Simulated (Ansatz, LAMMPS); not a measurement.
# A frame of liquid K(F,Br) from 850 K (94 atoms): geometry optimisation, part 2 of 3

Aim: bring a frame of liquid K(F,Br) from 850 K (94 atoms) to a nearby minimum of the energy and see what moves.

Ansatz 0.2.0; Kohn-Sham DFT, PBE, PAW (set soft_2), plane waves.

The cell: 47 K, 18 F and 29 Br. The network of bonds at the start is that of the classical potential that made the cell. The ion parameters were fitted for water, not for melts. The Brillouin zone is sampled at Γ only, in a cell whose shortest periodic width is 15 Å.

So far. Step 3 (Single point at the start): The r.m.s. force component of 0.24 eV/Å and the pressure of -0.39 GPa set the starting point.

## 4. Relaxation

With the cell held, the atoms are moved downhill towards a nearby minimum.

Contents of input.yaml:

```yaml
crystal:
  lattice:
    - [15.1089, 0.0, 0.0]
    - [0.0, 15.1089, 0.0]
    - [0.0, 0.0, 15.1089]
  atoms:
    [... the 94 atom lines of step 3 ...]
kpoints:
  mp_grid: { grid: [1, 1, 1] }
hamiltonian:
  xc: pbe
scf:
  occupations: { method: fermi_dirac, width: 0.05 }
output:
  forces: true
relax:
  f_tol: 0.05
  max_steps: 107
```

On the command line:

```sh
> ansatz run input.yaml --threads 4 --pin off --max-ram 8192MiB --backend cpu --events-out ev --progress --plain --runs-dir out
```

Numbers of over 12 decimals in the logs are rounded to 6 here.

The log of the run:

```text
[...]
Crystal: 94 atoms, lattice volume = 3449.042 Å³
Basis set: ecut = 420 eV, 67451 PW (Γ), exchange–correlation on 216×216×216 points (8 copies of the dense FFT grid, shifted against one another)
Bands: 470, of which v1, the nominal top of the filled ones, is band 376 counted from 1 (375 counted from 0)
Symmetry: 1 space group operations
[...]
k-points: 1
[...]
SCF iter   1: F=—  HF=-167673.809848 eV  |F-HF|=—  |Δ(HF+E_count)|=         —  Δρ=8.38e-4  dr2=1.09e-1  ethr=1.77e-3  ⟨swp⟩=7.0  Hψ=1972  notcnv=0  defer=72
[...]
SCF iter   6: F=-167673.792909 eV  HF=-167673.792924 eV  |F-HF|=1.45e-5  |Δ(HF+E_count)|=   2.85e-5  Δρ=3.22e-5  dr2=2.67e-5  ethr=8.31e-9  ⟨swp⟩=4.0  Hψ=1234  notcnv=0
SCF 1 converged in 6 iterations: F = -167673.792909 eV  dr2 = 2.67e-5
[...]
relax step   1: F+E_penalty+E_count = -167673.79290914 eV  Δ(F+E_penalty+E_count) = +0.000e0 eV  max|allowed force component| = 8.394e-1 eV/Å  Δτ_max = 0.0000 Å  (6 SCF iters, dr2 threshold 6.25e-5 eV, accepted)
[...]
relax step   2: F+E_penalty+E_count = -167676.59767633 eV  Δ(F+E_penalty+E_count) = -2.805e0 eV  max|allowed force component| = 3.977e-1 eV/Å  Δτ_max = 0.1950 Å  (7 SCF iters, dr2 threshold 4.40e-5 eV, accepted)
[...]
relax step   3: F+E_penalty+E_count = -167678.19427522 eV  Δ(F+E_penalty+E_count) = -1.597e0 eV  max|allowed force component| = 2.567e-1 eV/Å  Δτ_max = 0.1922 Å  (8 SCF iters, dr2 threshold 9.88e-6 eV, accepted)
relax step   4: F+E_penalty+E_count = -167679.05282729 eV  Δ(F+E_penalty+E_count) = -8.586e-1 eV  max|allowed force component| = 1.544e-1 eV/Å  Δτ_max = 0.1995 Å  (8 SCF iters, dr2 threshold 1.48e-5 eV, accepted)
relax step   5: F+E_penalty+E_count = -167679.49894064 eV  Δ(F+E_penalty+E_count) = -4.461e-1 eV  max|allowed force component| = 1.101e-1 eV/Å  Δτ_max = 0.2000 Å  (8 SCF iters, dr2 threshold 8.62e-6 eV, accepted)
relax step   6: F+E_penalty+E_count = -167679.82312482 eV  Δ(F+E_penalty+E_count) = -3.242e-1 eV  max|allowed force component| = 9.770e-2 eV/Å  Δτ_max = 0.1950 Å  (8 SCF iters, dr2 threshold 4.39e-6 eV, accepted)
relax step   7: F+E_penalty+E_count = -167680.00468011 eV  Δ(F+E_penalty+E_count) = -1.816e-1 eV  max|allowed force component| = 9.475e-2 eV/Å  Δτ_max = 0.1955 Å  (8 SCF iters, dr2 threshold 4.86e-6 eV, accepted)
relax step   8: F+E_penalty+E_count = -167680.12009486 eV  Δ(F+E_penalty+E_count) = -1.154e-1 eV  max|allowed force component| = 1.247e-1 eV/Å  Δτ_max = 0.1963 Å  (8 SCF iters, dr2 threshold 7.07e-6 eV, accepted)
relax step   9: F+E_penalty+E_count = -167680.20414490 eV  Δ(F+E_penalty+E_count) = -8.405e-2 eV  max|allowed force component| = 8.796e-2 eV/Å  Δτ_max = 0.1923 Å  (7 SCF iters, dr2 threshold 1.46e-5 eV, accepted)
relax step  10: F+E_penalty+E_count = -167680.28864151 eV  Δ(F+E_penalty+E_count) = -8.450e-2 eV  max|allowed force component| = 5.598e-2 eV/Å  Δτ_max = 0.2000 Å  (8 SCF iters, dr2 threshold 3.85e-6 eV, accepted)
relax step  11: F+E_penalty+E_count = -167680.34370530 eV  Δ(F+E_penalty+E_count) = -5.506e-2 eV  max|allowed force component| = 4.362e-2 eV/Å  Δτ_max = 0.1947 Å  (9 SCF iters, accepted)
relax step  12: F+E_penalty+E_count = -167680.37773134 eV  Δ(F+E_penalty+E_count) = -3.403e-2 eV  max|allowed force component| = 6.191e-2 eV/Å  Δτ_max = 0.1959 Å  (9 SCF iters, accepted)
relax step  13: F+E_penalty+E_count = -167680.39437126 eV  Δ(F+E_penalty+E_count) = -1.664e-2 eV  max|allowed force component| = 8.587e-2 eV/Å  Δτ_max = 0.1424 Å  (9 SCF iters, accepted)
relax step  14: F+E_penalty+E_count = -167680.39073728 eV  Δ(F+E_penalty+E_count) = +3.634e-3 eV  max|allowed force component| = 1.148e-1 eV/Å  Δτ_max = 0.2000 Å  (8 SCF iters, dr2 threshold 7.37e-6 eV, rejected (line search))
relax step  15: F+E_penalty+E_count = -167680.42132001 eV  Δ(F+E_penalty+E_count) = -2.695e-2 eV  max|allowed force component| = 2.940e-2 eV/Å  Δτ_max = 0.1000 Å  (9 SCF iters, accepted)
relax step  16: F+E_penalty+E_count = -167680.43195193 eV  Δ(F+E_penalty+E_count) = -1.063e-2 eV  max|allowed force component| = 1.468e-2 eV/Å  Δτ_max = 0.0975 Å  (8 SCF iters, accepted)
[...]
relax step  17: F+E_penalty+E_count = -167680.43420550 eV  Δ(F+E_penalty+E_count) = -2.254e-3 eV  max|allowed force component| = 3.047e-2 eV/Å  Δτ_max = 0.1225 Å  (9 SCF iters, accepted)
SCF converged after 9 iterations
Free energy (F): -167680.434206 eV
[...]
Internal energy: -167680.434206 eV  (E = F + TS)
E sigma→0 (E₀):  -167680.434206 eV
Fermi energy:    2.215969 eV
[...]
--- Forces (eV/Å), atoms counted from 1 ---
  atom   1  K     -0.00071131    -0.01053244     0.00595227
  atom   2  K     -0.01117924    -0.00547125     0.00335609
  atom   3  K     -0.01952895    -0.02638497     0.01044803
  atom   4  K      0.00209705     0.00096514     0.00272360
  atom   5  K      0.00126859    -0.00370983     0.00326377
  atom   6  K      0.00444665     0.00921896     0.00431357
  atom   7  K      0.01693923    -0.01286898     0.01414839
  atom   8  K      0.00938845    -0.00256322    -0.01511845
  atom   9  K     -0.00048807    -0.00298956    -0.00041420
  atom  10  K     -0.00377611    -0.00239089     0.00346551
  atom  11  K     -0.00649775    -0.00532957     0.00557563
  atom  12  K     -0.00120261     0.00126483    -0.00639975
  atom  13  K     -0.00992488    -0.00325826     0.00717988
  atom  14  K     -0.00257587     0.00077184     0.00623917
[...]
atom  93  Br    -0.00085371    -0.00346213    -0.00124761
  atom  94  Br     0.00766259    -0.00037805     0.00127021
  max |Σ_I F_I| component: 1.61e-5 eV/Å
--- Relaxed structure (17 steps of the walk, 16 accepted, 0 SCFs on fresh bases) ---
  F+E_penalty+E_count = -167680.43420550 eV   max|allowed force component| = 3.047e-2 eV/Å
  atoms:
    - { symbol: K, position: [0.462153, 0.646409, 0.500164] }
    - { symbol: K, position: [0.817718, 0.593746, 0.381664] }
    - { symbol: K, position: [0.600605, 0.486484, 0.711278] }
    - { symbol: K, position: [0.331335, 0.913335, 0.073600] }
[...]
- { symbol: Br, position: [0.756593, 0.070184, 0.602494] }
```

It took 5.8 min on 4 threads of Intel Xeon Platinum 8488C (Sapphire Rapids), shared host; peak memory 4.3 GiB; 22 min of CPU time.

The steps of the relaxation:

```tsv
step	energy less that of the first step (eV)	largest force component (eV/Å)
1	0.0000	0.8394
2	-2.8048	0.3977
3	-4.4014	0.2567
4	-5.2599	0.1544
5	-5.7060	0.1101
6	-6.0302	0.0977
7	-6.2118	0.0948
8	-6.3272	0.1247
9	-6.4112	0.0880
10	-6.4957	0.0560
11	-6.5508	0.0436
12	-6.5848	0.0619
13	-6.6015	0.0859
14	-6.5978	0.1148
15	-6.6284	0.0294
16	-6.6390	0.0147
17	-6.6413	0.0305
```

Relaxation step 14 was tried and not accepted.

The atoms that moved most (Å):

```tsv
atom	dx	dy	dz	length
F49	-0.901	-0.552	0.841	1.351
Br72	-0.067	0.548	-1.168	1.292
K34	-0.543	0.899	0.740	1.285
K22	-0.807	-0.729	0.231	1.112
K3	0.770	0.044	0.773	1.092
Br91	0.554	-0.782	0.507	1.084
K7	-0.283	-0.526	0.895	1.076
K25	-0.739	0.513	0.562	1.061
```

The relaxation changed the energy by -70.7 meV/atom, and atoms moved by 0.65 Å r.m.s., 1.4 Å at most.

## 5. Distances and neighbours after relaxation

Bonds before and after, by the cutoffs listed below:

```tsv
pair	bonds before	bonds after	mean before (Å)	mean after (Å)	spread before (Å)	spread after (Å)
K-Br	148	157	3.361	3.412	0.210	0.155
K-F	64	77	2.686	2.627	0.126	0.102
```

Density 2.17 g/cm³, 36.69 Å³ an atom.

Pair distribution functions g(r), in bins of 0.2 Å:

```tsv
r (Å)	total	K-K	K-Br	K-F	Br-Br	Br-F	F-F
2.40	0.10	0.00	0.00	0.53	0.00	0.00	0.00
2.60	2.83	0.00	0.00	14.75	0.00	0.00	0.00
2.80	0.49	0.00	0.00	2.54	0.00	0.00	0.00
3.00	0.10	0.00	0.11	0.37	0.00	0.00	0.00
3.20	1.16	0.00	3.56	0.33	0.00	0.00	0.00
3.40	2.42	0.22	7.42	0.00	0.00	0.00	2.21
3.60	0.86	0.56	1.96	0.00	0.00	0.19	2.62
3.80	1.02	2.14	0.56	0.11	0.00	1.43	3.50
4.00	1.14	2.02	0.50	0.30	0.00	2.60	3.17
4.20	1.12	1.97	0.28	0.09	1.11	2.83	2.43
4.40	1.21	1.86	0.26	0.51	2.55	2.57	0.44
4.60	0.90	1.65	0.29	0.23	1.85	1.13	1.22
4.80	1.02	0.86	0.52	0.91	3.54	1.14	0.00
5.00	0.82	1.25	0.65	0.71	1.30	0.31	0.33
5.20	0.92	1.02	0.44	0.96	1.44	0.88	2.85
5.40	0.76	0.47	0.62	1.32	1.00	0.81	0.28
5.60	0.80	0.59	0.65	1.20	1.25	0.84	0.26
5.80	0.98	0.92	0.74	1.45	0.77	1.47	0.00
6.00	1.09	0.76	0.87	1.76	1.36	1.31	0.23
6.20	1.02	1.35	1.29	0.89	0.51	0.48	0.43
6.40	1.14	0.85	1.43	1.77	0.72	0.52	0.42
6.60	0.93	0.83	1.15	0.97	1.12	0.36	0.78
6.80	1.01	1.05	1.33	0.91	0.63	0.57	0.92
7.00	0.98	0.66	1.52	0.66	0.73	0.92	1.04
7.20	1.01	1.03	1.21	1.13	0.44	0.71	0.98
7.40	1.06	0.93	1.27	1.01	0.59	1.20	1.23
```

Bonds by pair of elements; cutoffs follow the first minimum of g(r), held within bounds set by covalent radii, and pairs that aren't listed don't count as bonded:

```tsv
pair A-B	cutoff (Å)	bonds	mean length (Å)	spread (Å)	shortest (Å)	B about A	A about B
K-Br	3.93	157	3.41	0.155	3.10	3.34	5.41
K-F	3.04	77	2.63	0.102	2.46	1.64	4.28
```

How many atoms have how many bonded neighbours:

```tsv
element	mean	4	5	6	7	8
Br	5.41	2	16	9	1	1
F	4.28	14	3	1	0	0
K	4.98	10	28	9	0	0
```

Bond angles, per cent of each kind in bins of 5°:

```tsv
angle (°)	K-Br-K	Br-K-Br	Br-K-F	K-F-K	F-K-F
55–60	0.3	0.0	0.0	0.0	0.0
60–65	1.7	0.0	0.0	0.0	0.0
65–70	7.6	0.0	1.0	0.0	0.0
70–75	8.7	4.6	3.4	0.0	4.1
75–80	10.1	9.2	6.7	3.1	4.1
80–85	9.0	10.1	16.3	3.9	12.2
85–90	7.3	11.1	14.4	8.5	16.3
90–95	5.9	13.4	12.9	13.2	4.1
95–100	5.9	10.6	9.6	16.3	16.3
100–105	3.6	6.5	4.8	10.1	10.2
105–110	2.2	4.6	1.9	8.5	4.1
110–115	2.2	3.2	1.0	7.8	4.1
115–120	3.9	3.2	0.5	8.5	2.0
120–125	6.7	1.4	2.9	5.4	4.1
125–130	3.1	1.8	1.9	1.6	0.0
130–135	3.4	3.2	1.4	1.6	2.0
135–140	2.8	1.4	2.9	0.0	0.0
140–145	3.6	0.9	1.9	3.1	0.0
145–150	3.9	0.9	4.3	0.8	8.2
150–155	2.2	1.4	2.9	0.8	2.0
155–160	2.8	4.2	1.9	3.1	2.0
160–165	1.4	1.8	3.8	0.0	2.0
165–170	1.1	3.7	1.9	2.3	2.0
170–175	0.0	2.3	1.0	1.6	0.0
175–180	0.3	0.5	1.0	0.0	0.0
```

Bond angles (no mean is given where the spread exceeds 20°):

```tsv
angle	count	mean (°)	spread (°)
K-Br-K	356	-	-
Br-K-Br	217	-	-
Br-K-F	209	-	-
K-F-K	129	-	-
F-K-F	49	-	-
```

Bond length by coordination (bonds to H left out):

```tsv
element	coordination	atoms	mean bond length (Å)
Br	4	2	3.37
Br	5	16	3.38
Br	6	9	3.44
Br	7	1	3.45
Br	8	1	3.54
F	4	14	2.59
F	5	3	2.70
F	6	1	2.82
K	4	10	3.08
K	5	28	3.12
K	6	9	3.30
```

For some of the pairs, g(r) has its first main peak near 3.4 Å (K-Br), 2.6 Å (K-F), 4.2 Å (Br-F) and 3.8 Å (F-F). By these cutoffs 55 % of Br atoms have 5, 78 % of F atoms have 4 and 60 % of K atoms have 5 bonded neighbours.

(Part 2 of 3 ends here.)

[Logs are printed without paths, hosts, clocks, repeated set-up lines and the standing remarks that a program may print on its own settings, such as how far it seeks lower states.]

[Hosts, paths, dates, database ids (printed as entryN), source tags and the programs' standing remarks are cut or masked in the printed files.]
